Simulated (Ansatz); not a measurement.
# Changed inputs in constrained RPA: KRhO3 (cubic perovskite) (Pm-3m)

Aim: hold the target of a cRPA run on KRhO3 (cubic perovskite) (Pm-3m) and move one thing at a time.

Method: constrained RPA on LDA, plane waves, PAW, in Ansatz 0.2.0.

The structure was built from a prototype and need not be the compound's stable phase.

### Step 1. The structure

Symmetry: Pm-3m, No. 221, cubic system. The conventional cell has a = 3.833 Å, b = 3.833 Å, c = 3.833 Å, α = 90.00°, β = 90.00°, γ = 90.00°. Nearest to K lie 12 O at 2.71 Å. Rh has 6 O at 1.92 Å nearest. Nearest to O lie 2 Rh at 1.92 Å and 4 K at 2.71 Å. Farther neighbours and most contacts between anions are not listed.

As a file:

```cif
data_structure
_symmetry_space_group_name_H-M 'Pm-3m'
_symmetry_Int_Tables_number 221
_cell_length_a 3.8329
_cell_length_b 3.8329
_cell_length_c 3.8329
_cell_angle_alpha 90.000
_cell_angle_beta 90.000
_cell_angle_gamma 90.000
_cell_volume 56.31
loop_
_atom_site_label
_atom_site_type_symbol
_atom_site_symmetry_multiplicity
_atom_site_Wyckoff_symbol
_atom_site_fract_x
_atom_site_fract_y
_atom_site_fract_z
_atom_site_occupancy
K1 K 1 a 0.00000 0.00000 0.00000 1
Rh1 Rh 1 b 0.50000 0.50000 0.50000 1
O1 O 3 c 0.00000 0.50000 0.50000 1
```

The structure was relaxed with LDA. The structure type comes from a generator and need not be one that this composition takes. The structure was generated from a model, not taken from a measurement. The runs that relaxed it are not among those shown. The program's search for lower electronic states was switched off, so nothing shows that the state found is the lowest. The default PAW set here is soft_2. Its files were made with PBE.

### Step 2. Base: Rh d + anion p, bands v11 to c3, 4×4×4 mesh, medium accuracy

Constrained RPA screens the interaction with every transition except those inside the target bands, which a later many-body model would treat itself.

Contents of input.yaml:

```yaml
crystal:
  lattice:
    - [0.0, -3.83294266, 0.0]
    - [0.0, 0.0, 3.83294266]
    - [-3.83294266, 0.0, 0.0]
  atoms:
    - { symbol: K, position: [0.0, 0.0, 0.0] }
    - { symbol: Rh, position: [0.5, 0.5, 0.5] }
    - { symbol: O, position: [0.5, 0.5, 0.0] }
    - { symbol: O, position: [0.5, 0.0, 0.5] }
    - { symbol: O, position: [0.0, 0.5, 0.5] }
kpoints:
  mp_grid: { grid: [6, 6, 6] }
hamiltonian:
  xc: lda
scf:
  occupations: { method: gaussian, width: 0.08 }
  n_extra_bands: 19
  max_iter: 150
  lower_state_search: "off"
output:
  crpa:
    kmesh: [4, 4, 4]
    target_bands: [v11, c3]
    projections: [{ species: Rh, l: d, shell: 4 }, { species: O, l: p, shell: 2 }]
  local_orbitals:
    kmesh: [8, 8, 8]
    orbitals: [{ species: Rh, l: d, shell: 4 }, { species: O, l: p, shell: 2 }]
    window: { bands: [v11, c3] }
    seedname: lo
```

Command:

```console
$ ansatz run input.yaml --threads 4 --pin off --max-ram 9216MiB --backend cpu --events-out ev --progress --plain --runs-dir out
```

Numbers of over 12 decimals in the logs are rounded to 6 here.

The log of the run:

```text
scf.n_extra_bands = 19 over 22 filled bands (N_el = 44.0): the run solves 41 bands
Engine: ansatz 0.2.0, aarch64-unknown-linux-gnu
Pseudopotentials: kind: paw
Pseudopotential: K, paw, valence charge 9, recommended cutoff 420 eV (normal), K.paw.azcp
Pseudopotential: Rh, paw, valence charge 17, recommended cutoff 420 eV (normal), Rh.paw.azcp
Pseudopotential: O, paw, valence charge 6, recommended cutoff 420 eV (normal), O.paw.azcp
Functional definition: SPW92
  exchange = slater_x
  correlation = pw_c
Crystal: 5 atoms, lattice volume = 56.311 Å³
Basis set: ecut = 420 eV, 1141 PW (Γ)
Bands: 41, of which v1, the nominal top of the filled ones, is band 22 counted from 1 (21 counted from 0)
Symmetry: 48 space group operations
Space group: Pm-3m (ITA 221), of the structure as read, at distance tolerance 3.8e-5 Å
k-points: 20 of 216
Non-local potential: K, projectors of the file, l = 0: 3, l = 1: 2, l = 2: 2
Non-local potential: Rh, projectors of the file, l = 0: 3, l = 1: 2, l = 2: 2, l = 3: 1
Non-local potential: O, projectors of the file, l = 0: 2, l = 1: 2, l = 2: 1
PAW form: soft (Blöchl's): semilocal exchange-correlation on the pseudo side does not see the compensation charge
PAW frozen core: K, regenerated for the run's functional, and the local potential with it (the file was generated under x = pbe(κ = 0.804, μ = 0.219515), c = pbe(β = 0.066725))
PAW frozen core: Rh, regenerated for the run's functional, and the local potential with it (the file was generated under x = pbe(κ = 0.804, μ = 0.219515), c = pbe(β = 0.066725))
PAW frozen core: O, regenerated for the run's functional, and the local potential with it (the file was generated under x = pbe(κ = 0.804, μ = 0.219515), c = pbe(β = 0.066725))
PAW one-centre angular grid: K, 110 points (default); XC on 64 Gauss nodes
PAW one-centre angular grid: Rh, 590 points (default); XC on 64 Gauss nodes
PAW one-centre angular grid: O, 110 points (default); XC on 64 Gauss nodes
Initial density: superposition of atomic densities (neutral atoms: chi_scale 0, normalization atom), corrected by the library's trained network
Initial wavefunctions: pseudopotential atomic-orbital guess
Functional: x = slater, c = lda
SCF iter   1: F=—  HF=-9437.716766 eV  |F-HF|=—  |Δ(HF+E_count)|=         —  Δρ=1.75e-2  dr2=1.01e-1  ethr=1.77e-3  ⟨swp⟩=5.3  Hψ=3611  notcnv=0  defer=173
preconditioner: auto → LDOS  [insulator: Δε(μ)=0.120 eV  Ē_g=21.339 eV  σ=0.080 eV  W_gap=0.68  n_scr=18 (ndim 8)  ℏωp=29.7 eV  f_vac=0.013  D(μ)=2.24/eV (n_scr^D=18)  ε∞_Penn≈2.9  β→1.0]
SCF iter   2: F=—  HF=-9437.693524 eV  |F-HF|=—  |Δ(HF+E_count)|=   2.32e-2  Δρ=6.32e-3  dr2=1.21e-2  ethr=2.30e-4  ⟨swp⟩=2.1  Hψ=1433  notcnv=0  defer=210
[...]
Fermi energy:    10.235295 eV
--- Per-component energies (eV) ---
  E_band       = -312.534674
  E_kinetic    = 1347.091633
  E_local      = -3715.067455  (includes V_loc(G=0)·N_el)
  E_nonlocal   = 521.601766
  E_hartree    = 1331.718696
  E_xc         = -570.006051
  E_vxc        = -719.946990  (∫ρ·V_xc dr)
  E_paw        = -4644.547556  (= ΣΔE_a)
  E_vpaw       = -409.660828  (= ΣTr[D̂ρ^β])
  E_aug_tail   = 0.007834  (compensation charges beyond the density's cutoff)
  E_ewald      = -3709.650613
  E_core_change = 1.170747  (= ΣΔE_core)
  E_smearing   = -0.008132  (= −TS)
  E_closure    = 0.000000  (closes the sum)
  Σ components = -9437.689131   (vs F -9437.689131, Δ=0.00e0)
--- Band table (eV; the first three rows and the last of 20) ---
  k-point 0: bands = [... 18 lower, 8.2338, 8.2338, 8.6317, 8.6317, 8.6317, 9.4050, 9.4050, 17.1329, ... 15 higher]
  k-point 1: bands = [... 18 lower, 8.0846, 8.3985, 8.3985, 9.0961, 9.0961, 9.4080, 11.0659, 17.6795, ... 15 higher]
  k-point 2: bands = [... 18 lower, 7.8083, 8.3280, 8.3280, 9.4126, 10.0480, 10.0480, 12.6375, 18.7144, ... 15 higher]
  k-point 19: bands = [... 18 lower, 9.4318, 9.4318, 10.8587, 10.8587, 10.8587, 15.9098, 15.9098, 18.7290, ... 15 higher]
--- cRPA (band scheme, projected local orbitals): target bands 12..25 (1-based), 14 Wannier function(s), 4×4×4 mesh, 50 bands' worth read of 55 solved, ecut_chi 136.0 eV, v(q+G=0) probe_charge, pair densities all_electron ---
  bands read: the sum over 50 bands ends inside a degenerate multiplet in 9 slots, whose members it reads at an even weight; the widest, k=10: bands 50 to 51 (counted from 1) at 1/2 each
  χ-basis size per q: N_G = 196..216
  window electrons = 22.0000, filled by tetrahedron_uncorrected; constrained ε̄⁻¹(q = 0, 0) head = 0.427106; min gauge Gram eig = 0.7750
  Kanamori averages over each shell's own Wannier functions (sites counted from 0, functions from 1):
  Each shell's averages of U are screened by what lies outside the whole window alone: parameters of one model of all the shells.
    Site 1, 4D, 5 of 5 d orbitals (Wannier functions 1, 2, 3, 4, 5; wannier90's mr 1, 2, 3, 4, 5):
      screened: U = 9.2722 eV, U' = 8.1560 eV, J = 0.5557 eV
      screened, to within: U = 1.9e-2 eV, U' = 1.9e-2 eV, J = 8.9e-4 eV
      bare: V = 18.1603 eV, V' = 16.7312 eV, J = 0.7041 eV
    Site 2, 2P, 3 of 3 p orbitals (Wannier functions 6, 7, 8; wannier90's mr 1, 2, 3):
      screened: U = 8.8779 eV, U' = 7.3673 eV, J = 0.7623 eV
      screened, to within: U = 1.6e-2 eV, U' = 1.6e-2 eV, J = 1.2e-3 eV
      bare: V = 19.7115 eV, V' = 17.8147 eV, J = 0.9547 eV
    Site 3, 2P, 3 of 3 p orbitals (Wannier functions 9, 10, 11; wannier90's mr 1, 2, 3):
      screened: U = 8.8779 eV, U' = 7.3673 eV, J = 0.7623 eV
      screened, to within: U = 1.6e-2 eV, U' = 1.6e-2 eV, J = 1.2e-3 eV
      bare: V = 19.7115 eV, V' = 17.8147 eV, J = 0.9547 eV
    Site 4, 2P, 3 of 3 p orbitals (Wannier functions 12, 13, 14; wannier90's mr 1, 2, 3):
      screened: U = 8.8779 eV, U' = 7.3673 eV, J = 0.7623 eV
      screened, to within: U = 1.6e-2 eV, U' = 1.6e-2 eV, J = 1.2e-3 eV
      bare: V = 19.7115 eV, V' = 17.8147 eV, J = 0.9547 eV
  Hermiticity witness max|P − P†| over intra, direct and exchange elements: 8.88e-15 eV (screened), 8.88e-16 eV (bare)
  Reality witness max|Im| over intra, direct and exchange elements: 9.88e-9 eV (screened), 4.02e-9 eV (bare)
[key lines of the parts left out:]
SCF converged after 7 iterations
Free energy (F): -9437.689131 eV
```

It took 3.1 min on 4 threads of Arm Neoverse V1, shared host; peak memory 0.67 GiB; 12 min of CPU time.

This step gave:

```
U                                                 : 9.272 eV
U prime (inter-orbital)                           : 8.156 eV
J                                                 : 0.5557 eV
bare V                                            : 18.16 eV
bare J                                            : 0.7041 eV
stated bound on U                                 : 0.01848 eV
U over bare V                                     : 0.5106
electrons in the window                           : 22.00
head of the constrained inverse dielectric matrix : 0.4271
least eigenvalue of the projection's overlap      : 0.7750
target functions                                  : 14
bands in the sums                                 : 50
r.m.s. miss of the model bands                    : 1.62e-4 eV
width of the target bands                         : 14.03 eV
weight of the projected orbitals in the window    : 0.9479
```

On the Rh d shell, screening brings the on-site interaction from 18.2 eV down to U = 9.27 eV.

### Step 3. Changed: 2×2×2 mesh

input.yaml, the sections that differ from step 2:

```yaml
output:
  crpa:
    kmesh: [2, 2, 2]
    target_bands: [v11, c3]
    projections: [{ species: Rh, l: d, shell: 4 }, { species: O, l: p, shell: 2 }]
# crystal, kpoints, hamiltonian, scf: as in step 2
```

The log of the run:

```text
[...]
Crystal: 5 atoms, lattice volume = 56.311 Å³
Basis set: ecut = 420 eV, 1141 PW (Γ)
Bands: 41, of which v1, the nominal top of the filled ones, is band 22 counted from 1 (21 counted from 0)
Symmetry: 48 space group operations
[...]
k-points: 20 of 216
[...]
SCF iter   1: F=—  HF=-9437.716766 eV  |F-HF|=—  |Δ(HF+E_count)|=         —  Δρ=1.75e-2  dr2=1.01e-1  ethr=1.77e-3  ⟨swp⟩=5.3  Hψ=3611  notcnv=0  defer=173
[...]
SCF iter   7: F=-9437.689131 eV  HF=-9437.689131 eV  |F-HF|=2.84e-10  |Δ(HF+E_count)|=   8.96e-8  Δρ=2.84e-6  dr2=2.45e-9  ethr=2.27e-10  ⟨swp⟩=10.5  Hψ=3928  notcnv=0
SCF 1 converged in 7 iterations: F = -9437.689131 eV  dr2 = 2.45e-9
[...]
NSCF: frozen V_eff on 4 k-points
[...]
cRPA screening: q 1/8
cRPA screening: q 2/8
cRPA screening: q 5/8 (q-point 4)
cRPA screening: q 8/8
SCF converged after 7 iterations
Free energy (F): -9437.689131 eV
[...]
χ-basis size per q: N_G = 196..216
[...]
screened: U = 9.3386 eV, U' = 8.2151 eV, J = 0.5588 eV
      screened, to within: U = 1.6e-2 eV, U' = 1.6e-2 eV, J = 8.8e-4 eV
      bare: V = 18.3110 eV, V' = 16.8760 eV, J = 0.7077 eV
    Site 2, 2P, 3 of 3 p orbitals (Wannier functions 6, 7, 8; wannier90's mr 1, 2, 3):
      screened: U = 8.8641 eV, U' = 7.3465 eV, J = 0.7649 eV
      screened, to within: U = 1.4e-2 eV, U' = 1.4e-2 eV, J = 1.2e-3 eV
      bare: V = 19.8787 eV, V' = 17.9732 eV, J = 0.9577 eV
    Site 3, 2P, 3 of 3 p orbitals (Wannier functions 9, 10, 11; wannier90's mr 1, 2, 3):
      screened: U = 8.8641 eV, U' = 7.3465 eV, J = 0.7649 eV
      screened, to within: U = 1.4e-2 eV, U' = 1.4e-2 eV, J = 1.2e-3 eV
      bare: V = 19.8787 eV, V' = 17.9732 eV, J = 0.9577 eV
    Site 4, 2P, 3 of 3 p orbitals (Wannier functions 12, 13, 14; wannier90's mr 1, 2, 3):
      screened: U = 8.8641 eV, U' = 7.3465 eV, J = 0.7649 eV
      screened, to within: U = 1.4e-2 eV, U' = 1.4e-2 eV, J = 1.2e-3 eV
      bare: V = 19.8787 eV, V' = 17.9732 eV, J = 0.9577 eV
[...]
[key lines of the parts left out:]
Fermi energy:    10.235295 eV
```

It took 15 s on 4 threads; peak memory 0.56 GiB; 51 s of CPU time.

Numbers from this step:

- U: 9.339 eV
- U prime (inter-orbital): 8.215 eV
- J: 0.5588 eV
- bare V: 18.31 eV
- bare J: 0.7077 eV
- stated bound on U: 0.01577 eV
- U over bare V: 0.5100
- electrons in the window: 22
- head of the constrained inverse dielectric matrix: 0.4113
- least eigenvalue of the projection's overlap: 0.7750
- target functions: 14
- bands in the sums: 50
- width of the target bands: 14.03 eV
- weight of the projected orbitals in the window: 0.9479

On the Rh d shell, screening brings the on-site interaction from 18.3 eV down to U = 9.34 eV.

### Step 4. Changed: accuracy high

Edit input.yaml of step 3 so:

```diff
@@ -22,4 +22,5 @@
   crpa:
-    kmesh: [2, 2, 2]
+    kmesh: [4, 4, 4]
     target_bands: [v11, c3]
     projections: [{ species: Rh, l: d, shell: 4 }, { species: O, l: p, shell: 2 }]
+    accuracy: high
```

The log of the run:

```text
[...]
Crystal: 5 atoms, lattice volume = 56.311 Å³
Basis set: ecut = 420 eV, 1141 PW (Γ)
Bands: 41, of which v1, the nominal top of the filled ones, is band 22 counted from 1 (21 counted from 0)
Symmetry: 48 space group operations
[...]
k-points: 20 of 216
[...]
screened: U = 8.8801 eV, U' = 7.3693 eV, J = 0.7625 eV
      screened, to within: U = 9.0e-4 eV, U' = 9.0e-4 eV, J = 1.1e-4 eV
      bare: V = 19.7115 eV, V' = 17.8147 eV, J = 0.9547 eV
    Site 4, 2P, 3 of 3 p orbitals (Wannier functions 12, 13, 14; wannier90's mr 1, 2, 3):
      screened: U = 8.8801 eV, U' = 7.3693 eV, J = 0.7625 eV
      screened, to within: U = 9.0e-4 eV, U' = 9.0e-4 eV, J = 1.1e-4 eV
      bare: V = 19.7115 eV, V' = 17.8147 eV, J = 0.9547 eV
[...]
[key lines of the parts left out:]
SCF converged after 7 iterations
Free energy (F): -9437.689131 eV
Fermi energy:    10.235295 eV
```

It took 5.4 min on 4 threads; peak memory 0.74 GiB.

This step gave:

```
U                                                 : 9.275 eV
U prime (inter-orbital)                           : 8.159 eV
J                                                 : 0.5559 eV
bare V                                            : 18.16 eV
bare J                                            : 0.7041 eV
stated bound on U                                 : 0.001024 eV
U over bare V                                     : 0.5107
electrons in the window                           : 22.00
head of the constrained inverse dielectric matrix : 0.4271
least eigenvalue of the projection's overlap      : 0.7750
target functions                                  : 14
bands in the sums                                 : 50
width of the target bands                         : 14.03 eV
weight of the projected orbitals in the window    : 0.9479
```

On the Rh d shell, screening brings the on-site interaction from 18.2 eV down to U = 9.28 eV.

### Step 5. Changed: smooth pair densities

Edit input.yaml of step 4 so:

```diff
@@ -25,2 +25,2 @@
     projections: [{ species: Rh, l: d, shell: 4 }, { species: O, l: p, shell: 2 }]
-    accuracy: high
+    pair_densities: pseudo
```

The log of the run:

```text
[...]
Crystal: 5 atoms, lattice volume = 56.311 Å³
Basis set: ecut = 420 eV, 1141 PW (Γ)
Bands: 41, of which v1, the nominal top of the filled ones, is band 22 counted from 1 (21 counted from 0)
Symmetry: 48 space group operations
[...]
k-points: 20 of 216
[...]
screened, sum over states alone: U = 9.4872 eV, U' = 7.6734 eV, J = 0.9121 eV
      bare: V = 19.7115 eV, V' = 17.8147 eV, J = 0.9547 eV
    Site 4, 2P, 3 of 3 p orbitals (Wannier functions 12, 13, 14; wannier90's mr 1, 2, 3):
      screened: U = 8.8918 eV, U' = 7.3638 eV, J = 0.7711 eV
      screened, to within: U = 1.9e-2 eV, U' = 1.9e-2 eV, J = 3.5e-4 eV
      screened, sum over states alone: U = 9.4872 eV, U' = 7.6734 eV, J = 0.9121 eV
      bare: V = 19.7115 eV, V' = 17.8147 eV, J = 0.9547 eV
[...]
[key lines of the parts left out:]
SCF converged after 7 iterations
Free energy (F): -9437.689131 eV
Fermi energy:    10.235295 eV
```

Elapsed: 2.7 min, on 4 threads; peak memory 0.58 GiB.

Numbers from this step:

```yaml
u: 9.309 eV
u_prime_inter_orbital: 8.158 eV
j: 0.5736 eV
bare_v: 18.16 eV
bare_j: 0.7041 eV
stated_bound_on_u: 0.01637 eV
u_over_bare_v: 0.5126
electrons_in_the_window: 22.00
head_of_the_constrained_inverse_dielectric_matrix: 0.4273
least_eigenvalue_of_the_projection_s_overlap: 0.7750
target_functions: 14
bands_in_the_sums: 50
width_of_the_target_bands: 14.03 eV
weight_of_the_projected_orbitals_in_the_window: 0.9479
```

On the Rh d shell, screening brings the on-site interaction from 18.2 eV down to U = 9.31 eV.

### Step 6. Changed: sums without a band count

Edit input.yaml of step 5 so:

```diff
@@ -25,2 +25,2 @@
     projections: [{ species: Rh, l: d, shell: 4 }, { species: O, l: p, shell: 2 }]
-    pair_densities: pseudo
+    accuracy: sum_over_states
```

The log of the run:

```text
Error: 2 input errors — fix all and re-run
  1. invalid value for `output.crpa.n_empty_bands`: is left out, and the sums over bands alone (accuracy: sum_over_states under output.crpa) have no default for it, since their result follows it; type one, or take accuracy: low, medium or high under output.crpa
  2. invalid value for `output.crpa.ecut_chi`: is left out, and the sums over bands alone (accuracy: sum_over_states under output.crpa) have no default for it, since their result follows it; type one, or take accuracy: low, medium or high under output.crpa
```

The job ended after 0.12 s (4 threads; peak memory 0.088 GiB).

The input was rejected at the start.

The program's message: “Error: 2 input errors — fix all and re-run”

The fault put into this input: sums without a band count.

[end of part 1 of 2]

[Paths, hosts, dates, memory and timing lines, banners, echoed tables and standing remarks are left out of the program output.]

[Logs are printed without paths, hosts, clocks, repeated set-up lines and the standing remarks that a program may print on its own settings, such as how far it seeks lower states.]

[Runs of the session that timed out or met a known fault of the program may be left out.]

[Hosts, paths, dates, database ids (printed as entryN), source tags and the programs' standing remarks are cut or masked in the printed files.]
